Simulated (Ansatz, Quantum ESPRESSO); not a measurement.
# Mode couplings of Sc (P6_3/mmc) in a second program, part 2 of 2

Each step names its level of theory.

So far. Step 2 (Relaxing tightly for phonons): The largest force is now zero by symmetry and the largest stress component 0.0095 GPa. Step 3 (Second program, ground state): With these potentials, mesh and smearing the cell is at 0.17 GPa. The relaxed cell has a = 3.319, c = 5.161 Å (conventional setting).

### 4. Second program, linear response: Fermi–Dirac smearing of 0.1 eV

Level of this step: DFT PBE, scalar-relativistic, plane waves, GBRV ultrasoft pseudopotentials (Quantum ESPRESSO).

ph.x gives each mode's frequency and linewidth; λ of a mode follows from Gaussian double-delta sums over the k mesh, here at four widths.

The input, ph.in:

```
phonons and couplings
&inputph
   prefix = 'x'
   outdir = './tmp'
   tr2_ph = 1.0d-15
   fildyn = 'x.dyn'
   fildvscf = 'dvscf'
   ldisp = .true.
   nq1 = 3
   nq2 = 3
   nq3 = 2
   electron_phonon = 'simple'
   el_ph_ngauss = 0
   el_ph_sigma = 0.00734986
   el_ph_nsigma = 4
   alpha_mix(1) = 0.5
   amass(1) = 44.9559
/
```

Command:

```bash
> OMP_NUM_THREADS=1 mpirun -n 4 ph.x -nk 4 -in ph.in > ph.x.log
```

The program printed:

```text
[banner, memory and clock lines left out]
Program PHONON v.7.5

     ./tmp/x.save/

     IMPORTANT: XC functional enforced from input :
     Exchange-correlation= PBE
                           (   1   4   3   4   0   0   0)
     Any further DFT definition will be discarded
     Please, verify this is what you really want

     G-vector sticks info

     Check: negative core charge=   -0.000002
     Reading collected, re-writing distributed wavefunctions in ./tmp/

     Dynamical matrices for ( 3, 3, 2)  uniform grid of q-points
     (   6 q-points):
       N         xq(1)         xq(2)         xq(3)
       1   0.000000000   0.000000000   0.000000000
       2   0.000000000   0.000000000  -0.321590452
       3   0.000000000   0.384900179   0.000000000
       4   0.000000000   0.384900179  -0.321590452
       5   0.333333333   0.577350269   0.000000000
       6   0.333333333   0.577350269  -0.321590452

     Number and degeneracy of irreps per q-point
       N         xq(1)         xq(2)         xq(3)   N irreps
       1   0.000000000   0.000000000   0.000000000       4
        1   2   1   2
       2   0.000000000   0.000000000  -0.321590452       2
        2   4
       3   0.000000000   0.384900179   0.000000000       6
     No degeneracy
       4   0.000000000   0.384900179  -0.321590452       6
     No degeneracy
       5   0.333333333   0.577350269   0.000000000       4
        1   1   2   2
       6   0.333333333   0.577350269  -0.321590452       3
        2   2   2

     Saving dvscf to file. Distribute only q points, not irreducible representations.

     Calculation of q =    0.0000000   0.0000000   0.0000000

     phonons and couplings

     bravais-lattice index     =            4
     lattice parameter (alat)  =       6.2725  a.u.
     unit-cell volume          =     332.2984 (a.u.)^3
     number of atoms/cell      =            2
     number of atomic types    =            1
     kinetic-energy cut-off    =      45.0000  Ry
     charge density cut-off    =     360.0000  Ry
     convergence threshold     =      1.0E-15
     beta                      =       0.5000
     number of iterations used =            4
     Exchange-correlation= PBE
                           (   1   4   3   4   0   0   0)

     celldm(1)=    6.27254  celldm(2)=    0.00000  celldm(3)=    1.55477
     celldm(4)=    0.00000  celldm(5)=    0.00000  celldm(6)=    0.00000

     crystal axes: (cart. coord. in units of alat)
               a(1) = (  1.0000  0.0000  0.0000 )
               a(2) = ( -0.5000  0.8660  0.0000 )
               a(3) = (  0.0000  0.0000  1.5548 )

     reciprocal axes: (cart. coord. in units 2 pi/alat)
               b(1) = (  1.0000  0.5774 -0.0000 )
               b(2) = (  0.0000  1.1547  0.0000 )
               b(3) = (  0.0000 -0.0000  0.6432 )

     Atoms inside the unit cell:

     Cartesian axes

     site n.  atom      mass           positions (alat units)
        1  Sc     44.9559   tau(    1) = (   -0.00000    0.57735    0.38869  )
        2  Sc     44.9559   tau(    2) = (    0.50000    0.28868    1.16608  )

     Computing dynamical matrix for
                    q = (   0.0000000   0.0000000   0.0000000 )

     25 Sym.Ops. (with q -> -q+G )

     G cutoff =  358.7814  (  38165 G-vectors)     FFT grid: ( 40, 40, 60)
     G cutoff =  179.3907  (  13607 G-vectors)  smooth grid: ( 27, 27, 48)

     number of k points=    76  Fermi-Dirac smearing, width (Ry)=  0.0073

     PseudoPot. # 1 for Sc read from file:
     ./pseudo/Sc.upf
     Pseudo is Ultrasoft + core correction, Zval = 11.0
     Using radial grid of  849 points,  6 beta functions with:
                l(1) =   0
                l(2) =   0
                l(3) =   1
                l(4) =   1
                l(5) =   2
                l(6) =   2
     Q(r) pseudized with  6 coefficients,  rinner =    1.200   1.200   1.200
                                                       1.200   1.200

     Mode symmetry, D_6h(6/mmm) point group:

     Atomic displacements:
     There are    4 irreducible representations

     Representation     1      1 modes -  To be done

     Representation     2      2 modes -  To be done

     Representation     3      1 modes -  To be done

     Representation     4      2 modes -  To be done

     Alpha used in Ewald sum =   2.8000

     Representation #   1 mode #   1

     Self-consistent Calculation

     Pert. #  1: Fermi energy shift (Ry) =    -1.1565E-18     3.0612E-40

      thresh= 1.000E-02 alpha_mix =  0.500 |ddv_scf|^2 =  1.645E-04

     Pert. #  1: Fermi energy shift (Ry) =    -1.1565E-18    -6.1224E-40

      thresh= 1.282E-03 alpha_mix =  0.500 |ddv_scf|^2 =  1.504E-04

     Pert. #  1: Fermi energy shift (Ry) =     7.2280E-20     6.1224E-40

      thresh= 1.226E-03 alpha_mix =  0.500 |ddv_scf|^2 =  2.209E-08

     Pert. #  1: Fermi energy shift (Ry) =    -7.2280E-20     9.5662E-42

      thresh= 1.486E-05 alpha_mix =  0.500 |ddv_scf|^2 =  9.127E-10

     Pert. #  1: Fermi energy shift (Ry) =    -7.2280E-20    -2.3915E-42

      thresh= 3.021E-06 alpha_mix =  0.500 |ddv_scf|^2 =  3.827E-11

     Pert. #  1: Fermi energy shift (Ry) =    -7.2280E-20     1.4947E-43

      thresh= 6.186E-07 alpha_mix =  0.500 |ddv_scf|^2 =  8.886E-13

     Pert. #  1: Fermi energy shift (Ry) =     7.2280E-20    -3.7368E-44

      thresh= 9.427E-08 alpha_mix =  0.500 |ddv_scf|^2 =  2.492E-15

     Pert. #  1: Fermi energy shift (Ry) =     7.2280E-20    -7.4736E-44

      thresh= 4.992E-09 alpha_mix =  0.500 |ddv_scf|^2 =  6.452E-16

     End of self-consistent calculation

     Convergence has been achieved

     Representation #   2 modes #   2   3

     Self-consistent Calculation

     Pert. #  1: Fermi energy shift (Ry) =     1.6986E-18    -4.5918E-41
     Pert. #  2: Fermi energy shift (Ry) =    -1.0119E-18     6.1224E-41

      thresh= 1.000E-02 alpha_mix =  0.500 |ddv_scf|^2 =  1.713E-06

     Pert. #  1: Fermi energy shift (Ry) =     2.4846E-19     1.1575E-40
     Pert. #  2: Fermi energy shift (Ry) =    -8.6059E-19    -6.3137E-41

      thresh= 1.309E-04 alpha_mix =  0.500 |ddv_scf|^2 =  1.278E-08

     Pert. #  1: Fermi energy shift (Ry) =     5.8728E-20     2.9894E-43
     Pert. #  2: Fermi energy shift (Ry) =    -3.1848E-19     2.3915E-43

      thresh= 1.130E-05 alpha_mix =  0.500 |ddv_scf|^2 =  8.504E-10

     Pert. #  1: Fermi energy shift (Ry) =     5.3081E-20     2.9894E-43
     Pert. #  2: Fermi energy shift (Ry) =    -3.4559E-19    -1.3154E-42

      thresh= 2.916E-06 alpha_mix =  0.500 |ddv_scf|^2 =  1.094E-11

[...]
thresh= 3.307E-07 alpha_mix =  0.500 |ddv_scf|^2 =  8.759E-14

[...]
number of atoms/cell      =            2
     number of atomic types    =            1
     number of electrons       =        22.00
     number of Kohn-Sham states=           21
     kinetic-energy cutoff     =      45.0000  Ry
     charge density cutoff     =     360.0000  Ry
     Exchange-correlation= PBE
                           (   1   4   3   4   0   0   0)

     celldm(1)=   6.272542  celldm(2)=   0.000000  celldm(3)=   1.554773
     celldm(4)=   0.000000  celldm(5)=   0.000000  celldm(6)=   0.000000

     crystal axes: (cart. coord. in units of alat)
               a(1) = (   1.000000   0.000000   0.000000 )
               a(2) = (  -0.500000   0.866025   0.000000 )
               a(3) = (   0.000000   0.000000   1.554773 )

     reciprocal axes: (cart. coord. in units 2 pi/alat)
               b(1) = (  1.000000  0.577350 -0.000000 )
               b(2) = (  0.000000  1.154701  0.000000 )
               b(3) = (  0.000000 -0.000000  0.643181 )

     PseudoPot. # 1 for Sc read from file:
     ./pseudo/Sc.upf
     Pseudo is Ultrasoft + core correction, Zval = 11.0
     Using radial grid of  849 points,  6 beta functions with:
[...]
l(5) =   2
                l(6) =   2
     Q(r) pseudized with  6 coefficients,  rinner =    1.200   1.200   1.200
                                                       1.200   1.200

     atomic species   valence    mass     pseudopotential
     Sc               11.00    44.95590     Sc( 1.00)

     24 Sym. Ops., with inversion, found

   Cartesian axes

     site n.     atom                  positions (alat units)
         1        Sc     tau(   1) = (  -0.0000000   0.5773503   0.3886931  )
         2        Sc     tau(   2) = (   0.5000000   0.2886751   1.1660794  )

     number of k points=   248  Fermi-Dirac smearing, width (Ry)=  0.0073

     Number of k-points >= 100: set verbosity='high' to print them.

     Dense  grid:    38165 G-vectors     FFT dimensions: (  40,  40,  60)

     Smooth grid:    13607 G-vectors     FFT dimensions: (  27,  27,  48)

     Check: negative core charge=   -0.000002

     The potential is recalculated from file :
     ./tmp/_ph0/x.q_6/x.save/charge-density

     Starting wfcs are   26 atomic wfcs

     Band Structure Calculation
     Davidson diagonalization with overlap

     ethr =  4.55E-11,  avg # of iterations = 14.4

     End of band structure calculation

     Number of k-points >= 100: set verbosity='high' to print the bands.

     the Fermi energy is     9.2426 ev

     Writing config to output data dir ./tmp/_ph0/x.q_6/x.save/ :
     XML data file

     phonons and couplings

     bravais-lattice index     =            4
     lattice parameter (alat)  =       6.2725  a.u.
     unit-cell volume          =     332.2984 (a.u.)^3
     number of atoms/cell      =            2
     number of atomic types    =            1
     kinetic-energy cut-off    =      45.0000  Ry
     charge density cut-off    =     360.0000  Ry
     convergence threshold     =      1.0E-15
     beta                      =       0.5000
     number of iterations used =            4
     Exchange-correlation= PBE
                           (   1   4   3   4   0   0   0)

     celldm(1)=    6.27254  celldm(2)=    0.00000  celldm(3)=    1.55477
     celldm(4)=    0.00000  celldm(5)=    0.00000  celldm(6)=    0.00000

     crystal axes: (cart. coord. in units of alat)
               a(1) = (  1.0000  0.0000  0.0000 )
               a(2) = ( -0.5000  0.8660  0.0000 )
               a(3) = (  0.0000  0.0000  1.5548 )

     reciprocal axes: (cart. coord. in units 2 pi/alat)
               b(1) = (  1.0000  0.5774 -0.0000 )
               b(2) = (  0.0000  1.1547  0.0000 )
               b(3) = (  0.0000 -0.0000  0.6432 )

     Atoms inside the unit cell:

     Cartesian axes

     site n.  atom      mass           positions (alat units)
        1  Sc     44.9559   tau(    1) = (   -0.00000    0.57735    0.38869  )
        2  Sc     44.9559   tau(    2) = (    0.50000    0.28868    1.16608  )

     Computing dynamical matrix for
                    q = (   0.3333333   0.5773503  -0.3215905 )

     12 Sym.Ops. (no q -> -q+G )

     G cutoff =  358.7814  (  38165 G-vectors)     FFT grid: ( 40, 40, 60)
     G cutoff =  179.3907  (  13607 G-vectors)  smooth grid: ( 27, 27, 48)

     number of k points=   248  Fermi-Dirac smearing, width (Ry)=  0.0073

     PseudoPot. # 1 for Sc read from file:
     ./pseudo/Sc.upf
     Pseudo is Ultrasoft + core correction, Zval = 11.0
     Using radial grid of  849 points,  6 beta functions with:
                l(1) =   0
                l(2) =   0
                l(3) =   1
                l(4) =   1
                l(5) =   2
                l(6) =   2
     Q(r) pseudized with  6 coefficients,  rinner =    1.200   1.200   1.200
                                                       1.200   1.200

     Atomic displacements:
     There are    3 irreducible representations

     Representation     1      2 modes -  To be done

     Representation     2      2 modes -  To be done

     Representation     3      2 modes -  To be done

     Alpha used in Ewald sum =   2.8000

     Representation #   1 modes #   1   2

     Self-consistent Calculation

[...]
End of self-consistent calculation

     Convergence has been achieved

     Representation #   2 modes #   3   4

     Self-consistent Calculation

[...]
End of self-consistent calculation

     Convergence has been achieved

     Representation #   3 modes #   5   6

     Self-consistent Calculation

      thresh= 1.000E-02 alpha_mix =  0.500 |ddv_scf|^2 =  1.389E-05

      thresh= 3.727E-04 alpha_mix =  0.500 |ddv_scf|^2 =  7.707E-06

      thresh= 2.776E-04 alpha_mix =  0.500 |ddv_scf|^2 =  9.576E-09

      thresh= 9.786E-06 alpha_mix =  0.500 |ddv_scf|^2 =  3.044E-10

      thresh= 1.745E-06 alpha_mix =  0.500 |ddv_scf|^2 =  7.059E-12

      thresh= 2.657E-07 alpha_mix =  0.500 |ddv_scf|^2 =  3.596E-13

      thresh= 5.997E-08 alpha_mix =  0.500 |ddv_scf|^2 =  1.240E-14

      thresh= 1.113E-08 alpha_mix =  0.500 |ddv_scf|^2 =  5.739E-16

     End of self-consistent calculation

     Convergence has been achieved

     Number of q in the star =    2
     List of q in the star:
          1   0.333333333   0.577350269  -0.321590452
          2  -0.333333333  -0.577350269   0.321590452

     Diagonalizing the dynamical matrix

     q = (    0.333333333   0.577350269  -0.321590452 )

 **************************************************************************
     freq (    1) =       3.284096 [THz] =     109.545649 [cm-1]
     freq (    2) =       3.284096 [THz] =     109.545649 [cm-1]
     freq (    3) =       5.882022 [THz] =     196.203118 [cm-1]
     freq (    4) =       5.882022 [THz] =     196.203118 [cm-1]
     freq (    5) =       5.884114 [THz] =     196.272921 [cm-1]
     freq (    6) =       5.884114 [THz] =     196.272921 [cm-1]
 **************************************************************************

     Gaussian Broadening:   0.007 Ry, ngauss=   0
     DOS = 26.823791 states/spin/Ry/Unit Cell at Ef=  9.238677 eV
     double delta at Ef =**********
[...]
Gaussian Broadening:   0.015 Ry, ngauss=   0
     DOS = 27.159010 states/spin/Ry/Unit Cell at Ef=  9.241098 eV
     double delta at Ef =**********
[...]
Gaussian Broadening:   0.022 Ry, ngauss=   0
     DOS = 25.496950 states/spin/Ry/Unit Cell at Ef=  9.243752 eV
     double delta at Ef =**********
[...]
lambda(    5)=  0.0807   gamma=   68.01 GHz
     lambda(    6)=  0.0807   gamma=   68.01 GHz

     Gaussian Broadening:   0.029 Ry, ngauss=   0
     DOS = 23.922636 states/spin/Ry/Unit Cell at Ef=  9.249694 eV
     double delta at Ef =**********
     lambda(    1)=  0.1484   gamma=   36.57 GHz
     lambda(    2)=  0.1484   gamma=   36.57 GHz
     lambda(    3)=  0.0463   gamma=   36.59 GHz
     lambda(    4)=  0.0463   gamma=   36.59 GHz
     lambda(    5)=  0.0749   gamma=   59.23 GHz
     lambda(    6)=  0.0749   gamma=   59.23 GHz
```

It took 49 min on 4 MPI ranks of Arm Neoverse V1, shared host.

Numbers from this step:

```yaml
highest_frequency_solved_or_plainly_interpolated: 224.4 cm⁻¹
omega_log_against_width: 18.93, 18.59, 18.55, 18.55 meV, at widths 0.1 to 0.4 eV
```

As ph.x prints them, no sum rule imposed; at the zone centre the sum is no linewidth. Double-delta sums:

| q1 | q2 | q3 | star | mode | omega (meV) | lambda_q, sigma 0.1 eV | lambda_q, sigma 0.2 eV | lambda_q, sigma 0.3 eV | lambda_q, sigma 0.4 eV | half width at sigma 0.2 (meV) |
| --- | --- | --- | --- | --- | --- | --- | --- | --- | --- | --- |
| 0 | 0 | 0 | 1 | 1 | 0.8547 | 0 | 0 | 0 | 0 | 4.14e-5 |
| 0 | 0 | 0 | 1 | 2 | 1.035 | 0 | 0 | 0 | 0 | 4.14e-5 |
| 0 | 0 | 0 | 1 | 3 | 1.035 | 0 | 0 | 0 | 0 | 4.14e-5 |
| 0 | 0 | 0 | 1 | 4 | 16.71 | 0.3783 | 0.206 | 0.1411 | 0.1078 | 0.3607 |
| 0 | 0 | 0 | 1 | 5 | 16.71 | 0.3783 | 0.206 | 0.1411 | 0.1078 | 0.3607 |
| 0 | 0 | 0 | 1 | 6 | 27.83 | 0.0555 | 0.0388 | 0.0366 | 0.0378 | 0.1882 |
| 0 | 0 | 0.5 | 1 | 1 | 11.94 | 0.0215 | 0.0374 | 0.0484 | 0.0551 | 0.03342 |
| 0 | 0 | 0.5 | 1 | 2 | 11.94 | 0.0215 | 0.0374 | 0.0484 | 0.0551 | 0.03342 |
| 0 | 0 | 0.5 | 1 | 3 | 11.94 | 0.0215 | 0.0374 | 0.0484 | 0.0551 | 0.03342 |
| 0 | 0 | 0.5 | 1 | 4 | 11.94 | 0.0215 | 0.0374 | 0.0484 | 0.0551 | 0.03342 |
| 0 | 0 | 0.5 | 1 | 5 | 20.02 | 0.0314 | 0.0675 | 0.0673 | 0.0625 | 0.1696 |
| 0 | 0 | 0.5 | 1 | 6 | 20.02 | 0.0314 | 0.0675 | 0.0673 | 0.0625 | 0.1696 |
| 0 | 0.3333 | 0 | 6 | 1 | 12.73 | 0.0551 | 0.0713 | 0.0679 | 0.0646 | 0.07246 |
| 0 | 0.3333 | 0 | 6 | 2 | 13.74 | 0.1026 | 0.1071 | 0.0938 | 0.0846 | 0.1267 |
| 0 | 0.3333 | 0 | 6 | 3 | 21.64 | 0.0546 | 0.052 | 0.0518 | 0.0519 | 0.1526 |
| 0 | 0.3333 | 0 | 6 | 4 | 23.12 | 0.0659 | 0.0617 | 0.0494 | 0.0417 | 0.2068 |
| 0 | 0.3333 | 0 | 6 | 5 | 24.22 | 0.1045 | 0.0897 | 0.0798 | 0.0711 | 0.33 |
| 0 | 0.3333 | 0 | 6 | 6 | 26.97 | 0.0114 | 0.0174 | 0.0205 | 0.0238 | 0.07936 |
| 0 | 0.3333 | 0.5 | 6 | 1 | 16.55 | 0.1054 | 0.109 | 0.1084 | 0.1021 | 0.1873 |
| 0 | 0.3333 | 0.5 | 6 | 2 | 16.55 | 0.1054 | 0.109 | 0.1085 | 0.1021 | 0.1873 |
| 0 | 0.3333 | 0.5 | 6 | 3 | 18.19 | 0.0542 | 0.0505 | 0.0515 | 0.049 | 0.1048 |
| 0 | 0.3333 | 0.5 | 6 | 4 | 18.19 | 0.0542 | 0.0505 | 0.0515 | 0.049 | 0.1048 |
| 0 | 0.3333 | 0.5 | 6 | 5 | 24.32 | 0.07 | 0.063 | 0.0626 | 0.0603 | 0.2338 |
| 0 | 0.3333 | 0.5 | 6 | 6 | 24.32 | 0.07 | 0.063 | 0.0626 | 0.0603 | 0.2338 |
| 0.3333 | 0.3333 | 0 | 2 | 1 | 20.78 | 0.1205 | 0.1018 | 0.0914 | 0.086 | 0.2758 |
| 0.3333 | 0.3333 | 0 | 2 | 2 | 20.78 | 0.1205 | 0.1018 | 0.0914 | 0.086 | 0.2758 |
| 0.3333 | 0.3333 | 0 | 2 | 3 | 21.85 | 0.0685 | 0.0549 | 0.0502 | 0.047 | 0.1644 |
| 0.3333 | 0.3333 | 0 | 2 | 4 | 21.85 | 0.0685 | 0.0549 | 0.0502 | 0.047 | 0.1644 |
| 0.3333 | 0.3333 | 0 | 2 | 5 | 24.86 | 0.0194 | 0.0203 | 0.0198 | 0.0196 | 0.0787 |
| 0.3333 | 0.3333 | 0 | 2 | 6 | 25.12 | 0.1145 | 0.0805 | 0.0736 | 0.0741 | 0.3186 |
| 0.3333 | 0.3333 | 0.5 | 2 | 1 | 13.58 | 0.1763 | 0.1757 | 0.1627 | 0.1484 | 0.2033 |
| 0.3333 | 0.3333 | 0.5 | 2 | 2 | 13.58 | 0.1763 | 0.1757 | 0.1627 | 0.1484 | 0.2033 |
| 0.3333 | 0.3333 | 0.5 | 2 | 3 | 24.33 | 0.0375 | 0.0493 | 0.0473 | 0.0463 | 0.183 |
| 0.3333 | 0.3333 | 0.5 | 2 | 4 | 24.33 | 0.0375 | 0.0493 | 0.0473 | 0.0463 | 0.183 |
| 0.3333 | 0.3333 | 0.5 | 2 | 5 | 24.33 | 0.0835 | 0.086 | 0.0807 | 0.0749 | 0.3195 |
| 0.3333 | 0.3333 | 0.5 | 2 | 6 | 24.33 | 0.0835 | 0.086 | 0.0807 | 0.0749 | 0.3195 |

Mean over the q mesh without its centre; few wavevectors enter, so none of the widths can be taken as converged. The coupling constant λ, lambda by Gaussian width:

| Gaussian width (eV) | coupling constant λ, lambda |
| --- | --- |
| 0.100 | 0.440 |
| 0.200 | 0.437 |
| 0.300 | 0.417 |
| 0.400 | 0.395 |

λ runs from 0.440 at 0.1 eV to 0.395 at 0.4 eV.

### 5. What came out

```
phonon run of the rows without a label of their own                                              : PBE, q 3×3×2, k 12×12×6
coupling λ by Gaussian sums at 0.2 eV, Quantum ESPRESSO, GBRV, cutoff 612 eV, q 3×3×2, k 12×12×6 : 0.437
```

What this shows: Under gradient-corrected functionals ph.x can misplace modes where the density is low; no frozen-phonon run checks these frequencies. In the last run that gave them, λ from the Gaussian sums is steady within 12 % between widths of 0.1 and 0.4 eV; these sums hold few wavevectors and leave out the zone centre.

[Logs are printed without paths, hosts, clocks, repeated set-up lines and the standing remarks that a program may print on its own settings, such as how far it seeks lower states.]

[Hosts, paths, dates, database ids (printed as entryN), source tags and the programs' standing remarks are cut or masked in the printed files.]
